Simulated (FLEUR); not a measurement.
# Anisotropy of FePt (c factor at fixed volume 1.15 on the database's cell) with FLEUR

Aim: the anisotropy of FePt (c factor at fixed volume 1.15 on the database's cell) from single passes in the potential of one collinear state.

Main program and level: FLEUR MaX-R8.1; PBE; all-electron FLAPW, Dirac cores, scalar-relativistic bands.

## 1. Starting point

The structure is tetragonal, space group P4/mmm (No. 123). Conventional cell: a = 2.540 Å, b = 2.540 Å, c = 4.278 Å, α = 90.00°, β = 90.00°, γ = 90.00°. Fe has 4 Fe at 2.54 Å and 8 Pt at 2.79 Å nearest. Nearest to Pt lie 4 Pt at 2.54 Å and 8 Fe at 2.79 Å. Farther neighbours are not listed.

The cell is strained on purpose: c factor at fixed volume 1.15 on the database's cell.

## 2. The magnetic state

The force theorems are single passes in this state's potential, so it has to be converged first.

No symmetry is used, so that later steps may turn the spins freely; k and −k are joined. inpgen writes inp.xml from crystal.txt; cutoffs, mixing, functional, smearing and local orbitals are then set in the file. The k list scf (kpts.xml, not shown) is a Γ-centred 12×12×12 mesh; where the ranks do not divide the number of points, some are split in two of half the weight.

The input, inp.xml:

```
<?xml version="1.0" encoding="UTF-8" standalone="no"?>
<fleurInput fleurInputVersion="0.39">
   <comment>
      FePt
   </comment>
   <calculationSetup>
      <cutoffs Kmax="3.6" Gmax="10.8" GmaxXC="10.8" numbands="0"/>
      <scfLoop itmax="110" minDistance="0.00002" maxIterBroyd="15" imix="Anderson" alpha="0.05" precondParam="0.0" spinf="2.0" sdNocoIR="T"/>
      <coreElectrons ctail="F" frcor="F" kcrel="0" coretail_lmax="0"/>
      <xcFunctional name="pbe" relativisticCorrections="F"/>
      <magnetism jspins="2" l_noco="F" l_ss="F">
         <qss>0.0 0.0 0.0</qss>
         <mtNocoParams l_mperp="F" l_mtNocoPot="F" l_relaxSQA="F" mag_mixing_scheme="0" mix_RelaxWeightOffD="1.0" l_constrained="F" mix_constr="1.0"/>
         <sourceFreeMag l_sourceFree="F" l_scaleMag="F" mag_scale="1.0"/>
      </magnetism>
      <soc l_soc="F" theta="0.0" phi="0.0" spav="F"/>
      <expertModes spex="0" secvar="F"/>
      <geometryOptimization l_f="F" forcealpha="1.0" forcemix="BFGS" epsdisp="0.00001" epsforce="0.00001"/>
      <ldaU l_linMix="F" mixParam="0.05" spinf="1.0"/>
   </calculationSetup>
   <cell>
      <bzIntegration valenceElectrons="32.0" mode="hist" fermiSmearingEnergy="0.00183747">
         <kPointListSelection listName="scf"/>
         <xi:include xmlns:xi="http://www.w3.org/2001/XInclude" href="kpts.xml"> </xi:include>
      </bzIntegration>
      <xi:include xmlns:xi="http://www.w3.org/2001/XInclude" href="sym.xml"> </xi:include>
      <bulkLattice scale="1.0">
         <bravaisMatrix>
            <row-1>    4.7992936914868354     0.0000000000000000     0.0000000000000000</row-1>
            <row-2>    0.0000000000000000     4.7992936914868354     0.0000000000000000</row-2>
            <row-3>    0.0000000000000000     0.0000000000000000     8.0842483610387994</row-3>
         </bravaisMatrix>
      </bulkLattice>
   </cell>
   <atomSpecies>
      <species name="Iron (Fe) 2.800" element="Fe" atomicNumber="26">
         <mtSphere radius="2.34" gridPoints="1003" logIncrement="0.0123"/>
         <atomicCutoffs lmax="8" lnonsphr="6"/>
         <electronConfig flipSpins="F">
            <coreConfig>(1s1/2) (2s1/2) (2p1/2) (2p3/2)</coreConfig>
            <valenceConfig>(3s1/2) (3p1/2) (3p3/2) (4s1/2) (3d3/2) (3d5/2)</valenceConfig>
            <stateOccupation state="(3d3/2)" spinUp="1.4" spinDown="1.0"/>
            <stateOccupation state="(3d5/2)" spinUp="3.0" spinDown="0.6"/>
         </electronConfig>
         <energyParameters s="4" p="4" d="3" f="4"/>
         <lo type="SCLO" l="0" n="3" eDeriv="0"/>
         <lo type="SCLO" l="1" n="3" eDeriv="0"/>
      </species>
      <species name="Platinum (Pt)" element="Pt" atomicNumber="78">
         <mtSphere radius="2.34" gridPoints="1003" logIncrement="0.0131"/>
         <atomicCutoffs lmax="8" lnonsphr="6"/>
         <electronConfig flipSpins="F">
            <coreConfig>(1s1/2) (2s1/2) (2p1/2) (2p3/2) (3s1/2) (3p1/2) (3p3/2) (4s1/2) (3d3/2) (3d5/2) (4p1/2) (4p3/2) (5s1/2) (4d3/2) (4d5/2) (4f5/2) (4f7/2)</coreConfig>
            <valenceConfig>(5p1/2) (5p3/2) (6s1/2) (5d3/2) (5d5/2)</valenceConfig>
            <stateOccupation state="(6s1/2)" spinUp="0.500000" spinDown="0.500000"/>
            <stateOccupation state="(5d3/2)" spinUp="1.800000" spinDown="1.800000"/>
            <stateOccupation state="(5d5/2)" spinUp="2.700000" spinDown="2.700000"/>
         </electronConfig>
         <energyParameters s="6" p="6" d="5" f="5"/>
         <lo type="SCLO" l="1" n="5" eDeriv="0"/>
      </species>
   </atomSpecies>
   <atomGroups>
      <atomGroup species="Iron (Fe) 2.800">
         <relPos label="                   1">.0000000000 .0000000000 .0000000000</relPos>
         <force calculate="T" relaxXYZ="TTT"/>
         <nocoParams  alpha="0.0" beta="0.0"/>
      </atomGroup>
      <atomGroup species="Platinum (Pt)">
         <relPos label="                   2">1.000/2.000 1.000/2.000 1.000/2.000</relPos>
         <force calculate="T" relaxXYZ="TTT"/>
         <nocoParams  alpha="0.0" beta="0.0"/>
      </atomGroup>
   </atomGroups>
   <output dos="F" band="F" slice="F">
      <bandDOS minEnergy="-.5*Htr" maxEnergy="0.5*Htr" sigma="0.015" storeEVData="T"/>
      <plotting iplot="0" polar="F">
         <plot TwoD="T" vec1="  1.0  0.0  0.0" vec2="  0.0  1.0  0.0" vec3="  0.0  0.0  1.0" zero="  0.0  0.0  0.0" file="plot"/>
      </plotting>
      <moessbauerParams electricFieldGradient="F" isomerShift="F" coreHyperfine="F" valenceHyperfine="F"/>
   </output>
</fleurInput>
```

The input, crystal.txt:

```
FePt
&input film=F cartesian=F /
2.53967685000  0.00000000000  0.00000000000
0.00000000000  2.53967685000  0.00000000000
0.00000000000  0.00000000000  4.27800000000
1.8897261246
1.0 1.0 1.0

2
26 0.00000000000  0.00000000000  0.00000000000 : 2.800
78 0.50000000000  0.50000000000  0.50000000000

&kpt div1=12 div2=12 div3=12 gamma=T /
```

Started as:

```sh
> OMP_NUM_THREADS=1 inpgen -f crystal.txt -nosym -noco > inpgen.log  # inp.xml is then edited as shown
> OMP_NUM_THREADS=1 mpirun -n 4 fleur_MPI > fleur.log
```

The log of the run:

```text
Welcome to FLEUR        (www.flapw.de)
      MaX-Release 8.1          (www.max-centre.eu)

 ========== k-point set info ==========
 Selected k-point list: scf
 k-point list type: mesh
 0 x 0 x 0
 Number of k points: 868

 ------------Calculation Setup---------------------------
 Number of MPI-tasks      :            4
 Number of PE/node        :            4
 Number of OMP-threads    :            1
 k-points in parallel     :            4
 pe's per k-point         :            1
 No of k-point loops      :          217
 Eigenvalue solver        :       lapack
 Number of basis functions:          168
 Approximate size of matrices (H+S) per k-point:         0.001 GB
 --------------------------------------------------------
 Complex matrix made real
 Complex matrix made real
 Iteration:     1   Distance:      46.01166516 me/bohr^3
 Iteration:     2   Distance:      14.45322319 me/bohr^3
 Iteration:     3   Distance:      12.92001802 me/bohr^3
 Iteration:     4   Distance:       7.66462496 me/bohr^3
 Iteration:     5   Distance:       8.29645540 me/bohr^3
 Iteration:     6   Distance:       5.53578941 me/bohr^3
 Iteration:     7   Distance:       2.99907980 me/bohr^3
 Iteration:     8   Distance:       0.97740816 me/bohr^3
 Iteration:     9   Distance:       1.13916702 me/bohr^3
 Iteration:    10   Distance:       0.78312756 me/bohr^3
 Iteration:    11   Distance:       0.26992401 me/bohr^3
 Iteration:    12   Distance:       0.25784380 me/bohr^3
 Iteration:    13   Distance:       0.04743698 me/bohr^3
 Iteration:    14   Distance:       0.03285214 me/bohr^3
 Iteration:    15   Distance:       0.01894858 me/bohr^3
 Iteration:    16   Distance:       0.01926655 me/bohr^3
 Iteration:    17   Distance:       0.01900325 me/bohr^3
 Iteration:    18   Distance:       0.00596148 me/bohr^3
 Iteration:    19   Distance:       0.00183840 me/bohr^3
 Iteration:    20   Distance:       0.00147689 me/bohr^3
 Iteration:    21   Distance:       0.00056103 me/bohr^3
 Iteration:    22   Distance:       0.00027232 me/bohr^3
 Iteration:    23   Distance:       0.00015373 me/bohr^3
 Iteration:    24   Distance:       0.00007513 me/bohr^3
 Iteration:    25   Distance:       0.00001937 me/bohr^3

 ********************************************************************
 Run finished successfully
 Stop message:
   all done
 ********************************************************************

--- out.xml (last complete iteration) ---
<iteration numberForCurrentRun="   25" overallNumber="   25">
         [... left out ...]
         <bandgap value="0.0000000000" units="eV"/>
         <sumValenceSingleParticleEnergies value="-17.8862784530" units="Htr"/>
         <FermiEnergy value="0.4369563722" units="Htr"/>
         <valenceDensity>
            <mtCharges spin="1">
               <mtCharge atomType="1" total="8.8482764" s="1.1773825" p="3.1664456" d="4.4854641" f="0.0144844"/>
               <mtCharge atomType="2" total="7.1605529" s="0.2259559" p="3.1268916" d="3.7785191" f="0.0228146"/>
            </mtCharges>
            <mtCharges spin="2">
               <mtCharge atomType="1" total="5.9686615" s="1.1757437" p="3.1734161" d="1.6032886" f="0.0125381"/>
               <mtCharge atomType="2" total="6.8957171" s="0.2353186" p="3.1614619" d="3.4716973" f="0.0214997"/>
            </mtCharges>
            <spinDependentCharge spin="1" total="17.5316723" interstitial="1.5228429" mtSpheres="16.0088293"/>
            <spinDependentCharge spin="2" total="14.4683277" interstitial="1.6039492" mtSpheres="12.8643785"/>
            <totalCharge value="32.0000000000"/>
         </valenceDensity>
         [... left out ...]
         <allElectronCharges>
            <spinDependentCharge spin="1" total="53.5316723" interstitial="1.5240734" mtSpheres="52.0075989"/>
            <spinDependentCharge spin="2" total="50.4683277" interstitial="1.6051825" mtSpheres="48.8631453"/>
            <totalCharge value="104.0000000083"/>
         </allElectronCharges>
         <magneticMomentsInMTSpheres units="muBohr">
            <globalMagMoment atomType="1" vec="0.00000   0.00000   2.87961"/>
            <localMagMoment atomType="1" vec="0.00000   0.00000   2.87961"/>
            <globalMagMoment atomType="2" vec="0.00000   0.00000   0.26484"/>
            <localMagMoment atomType="2" vec="0.00000   0.00000   0.26484"/>
         </magneticMomentsInMTSpheres>
         <moessbauerParams unitsHFF="kG" unitsIS="e/bohr^3" unitsEFG="Htr/bohr^2">
         </moessbauerParams>
         <totalEnergy value="   -19719.5301432009" units="Htr">
            <sumOfEigenvalues value="   -12060.0875995035">
               <coreElectrons value="-12042.2013210505"/>
               <valenceElectrons value="-17.8862784530"/>
            </sumOfEigenvalues>
            <densityCoulombPotentialIntegral value="-33921.0282727533"/>
            <densityEffectivePotentialIntegral value="-34461.3251275838"/>
            <chargeDenXCDenIntegral value="-413.3090619508"/>
            <FockExchangeEnergyValence value="0.0000000000"/>
            <FockExchangeEnergyCore value="0.0000000000"/>
            <atomTypeDependentContributions atomType="1">
               <electronNucleiInteractionDifferentMTs value="1519.5040569302"/>
               <MadelungTerm value="-11.9984644888"/>
            </atomTypeDependentContributions>
            <atomTypeDependentContributions atomType="2">
               <electronNucleiInteractionDifferentMTs value="23168.9159340606"/>
               <MadelungTerm value="-46.5260174742"/>
            </atomTypeDependentContributions>
            <tkbTimesEntropy value="0.0004514453"/>
            <freeEnergy value="-19719.5305946462"/>
            <extrapolationTo0K value="-19719.5303689236"/>
         </totalEnergy>
         <densityConvergence units="me/bohr^3">
            <chargeDensity spin="1" distance="0.0000112207"/>
            <chargeDensity spin="2" distance="0.0000098047"/>
            <overallChargeDensity distance="0.0000193712"/>
            <spinDensity distance="0.0000082962"/>
         </densityConvergence>
      </iteration>
```

Elapsed: 3.6 min, on 4 MPI ranks of Arm Neoverse V2, shared host; peak memory 0.6 GiB; 14 min of CPU time.

Read from the output:

| Quantity | Value |
| --- | --- |
| free energy | -536595.7636 eV |
| program's band gap on this mesh (in a metal only a level spacing) | 0 eV |
| magnetization | 3.063 μB |
| final state | ferromagnetic |
| largest moment | 2.880 μB |

After 25 cycles the largest moment stands at 2.88 μB.

## 3. Anisotropy by the force theorem, rung 1

Anisotropy is a small difference, so it is taken from sums over occupied states at a frozen potential, where most errors cancel.

One pass with spin–orbit coupling for each direction, from the saved density. Inversion lets half of the mesh serve, which the program's warning doesn't know. The k list mae (kpts.xml, not shown) is a Γ-centred 15×15×9 mesh.

inp.xml, as its differences from that of step 2:

```diff
@@ -6,4 +6,4 @@
    <calculationSetup>
-      <cutoffs Kmax="3.6" Gmax="10.8" GmaxXC="10.8" numbands="0"/>
-      <scfLoop itmax="110" minDistance="0.00002" maxIterBroyd="15" imix="Anderson" alpha="0.05" precondParam="0.0" spinf="2.0" sdNocoIR="T"/>
+      <cutoffs Kmax="3.6" Gmax="10.8" GmaxXC="10.8" numbands="72"/>
+      <scfLoop itmax="1" minDistance="0.00002" maxIterBroyd="15" imix="Anderson" alpha="0.05" precondParam="0.0" spinf="2.0" sdNocoIR="T"/>
       <coreElectrons ctail="F" frcor="F" kcrel="0" coretail_lmax="0"/>
@@ -15,3 +15,3 @@
       </magnetism>
-      <soc l_soc="F" theta="0.0" phi="0.0" spav="F"/>
+      <soc l_soc="T" theta="0.0" phi="0.0" spav="F"/>
       <expertModes spex="0" secvar="F"/>
@@ -22,3 +22,3 @@
       <bzIntegration valenceElectrons="32.0" mode="hist" fermiSmearingEnergy="0.00183747">
-         <kPointListSelection listName="scf"/>
+         <kPointListSelection listName="mae"/>
          <xi:include xmlns:xi="http://www.w3.org/2001/XInclude" href="kpts.xml"> </xi:include>
@@ -81,2 +81,5 @@
    </output>
+   <forceTheorem>
+      <MAE theta="0.0 1.5707963 1.5707963 0.7853982" phi="0.0 0.0 0.7853982 0.0"/>
+   </forceTheorem>
 </fleurInput>
```

Started as:

```sh
> OMP_NUM_THREADS=1 mpirun -n 4 fleur_MPI -warn_only > fleur.log
```

The log of the run:

```text
[banner, memory and clock lines left out]
Welcome to FLEUR        (www.flapw.de)
      MaX-Release 8.1          (www.max-centre.eu)
************FLEUR-Warning*****************
Error message: k-point set is not compatible to missing time-reversal symmetry in calculation.
Error occurred in subroutine: gen_bz
Error from PE:2/4
*****************************************
************FLEUR-Warning*****************
Error message: k-point set is not compatible to missing time-reversal symmetry in calculation.
Error occurred in subroutine: gen_bz
Error from PE:0/4
Other PEs with error messages:
     2-k-point set is not compatible to missing time-reversal symmetry in calculation.
*****************************************

 ========== k-point set info ==========
 Selected k-point list: mae
 k-point list type: mesh
 0 x 0 x 0
 Number of k points: 1016

 [... set-up left out ...]
 ********************************************************************
 Run finished successfully
 Stop message:
   Forcetheorem MAE
 ********************************************************************

--- out.xml (force theorem) ---
<Forcetheorem_MAE Angles="4" units="Htr">
            <Angle theta="0.0000000" phi="0.0000000" ev-sum="-17.933935612"/>
            <Angle theta="1.5707963" phi="0.0000000" ev-sum="-17.933818627"/>
            <Angle theta="1.5707963" phi="0.7853982" ev-sum="-17.933821671"/>
            <Angle theta="0.7853982" phi="0.0000000" ev-sum="-17.933881248"/>
         </Forcetheorem_MAE>
```

The job ended after 66 s (4 MPI ranks; peak memory 1 GiB).

Anisotropy energies, by row:

| axis | x | y | z | band energy less the first axis' (meV a cell) |
| --- | --- | --- | --- | --- |
| [001] | 0 | 0 | 1 | 0 |
| [100] | 1 | 0 | 0 | 3.183 |
| [110] | 0.7071 | 0.7071 | 0 | 3.1 |
| 45 degrees from [001] toward [100] | 0.7071 | 0 | 0.7071 | 1.479 |

Indices are those of the standard conventional cell; x, y, z give the same directions in the axes of the input.

## 4. Energy against the direction of the moments, rung 2

A second rung shows how far the first can be trusted.

The k list mae (kpts.xml, not shown) is a Γ-centred 22×22×13 mesh.

inp.xml is that of step 3.

The log of the run:

```text
[banner, memory and clock lines left out]
Welcome to FLEUR        (www.flapw.de)
      MaX-Release 8.1          (www.max-centre.eu)
************FLEUR-Warning*****************
Error message: k-point set is not compatible to missing time-reversal symmetry in calculation.
Error occurred in subroutine: gen_bz
Error from PE:0/4
Other PEs with error messages:
     1-k-point set is not compatible to missing time-reversal symmetry in calculation.
     2-k-point set is not compatible to missing time-reversal symmetry in calculation.
[...]
*****************************************
 [... set-up left out ...]
 ********************************************************************
 Run finished successfully
 Stop message:
   Forcetheorem MAE
 ********************************************************************

--- out.xml (force theorem) ---
<Forcetheorem_MAE Angles="4" units="Htr">
            <Angle theta="0.0000000" phi="0.0000000" ev-sum="-17.933872962"/>
            <Angle theta="1.5707963" phi="0.0000000" ev-sum="-17.933794540"/>
            <Angle theta="1.5707963" phi="0.7853982" ev-sum="-17.933794262"/>
            <Angle theta="0.7853982" phi="0.0000000" ev-sum="-17.933834125"/>
         </Forcetheorem_MAE>
```

Run time: 3.3 min. Hardware: 4 MPI ranks; peak memory 2.7 GiB; 13 min of CPU time.

Anisotropy energies, by row:

| axis | x | y | z | band energy less the first axis' (meV a cell) |
| --- | --- | --- | --- | --- |
| [001] | 0 | 0 | 1 | 0 |
| [100] | 1 | 0 | 0 | 2.134 |
| [110] | 0.7071 | 0.7071 | 0 | 2.142 |
| 45 degrees from [001] toward [100] | 0.7071 | 0 | 0.7071 | 1.057 |

(Part 1 of 2 ends here.)

[Logs and program files are shortened in this print: banners, set-up blocks, solver, clock and traceback lines can be left out without a mark of their own.]

[Logs are printed without paths, hosts, clocks, repeated set-up lines and the standing remarks that a program may print on its own settings, such as how far it seeks lower states.]

[Hosts, paths, dates, database ids (printed as entryN), source tags and the programs' standing remarks are cut or masked in the printed files.]

[Where a cell is said to come from a database of computed structures, the database is the Materials Project.]
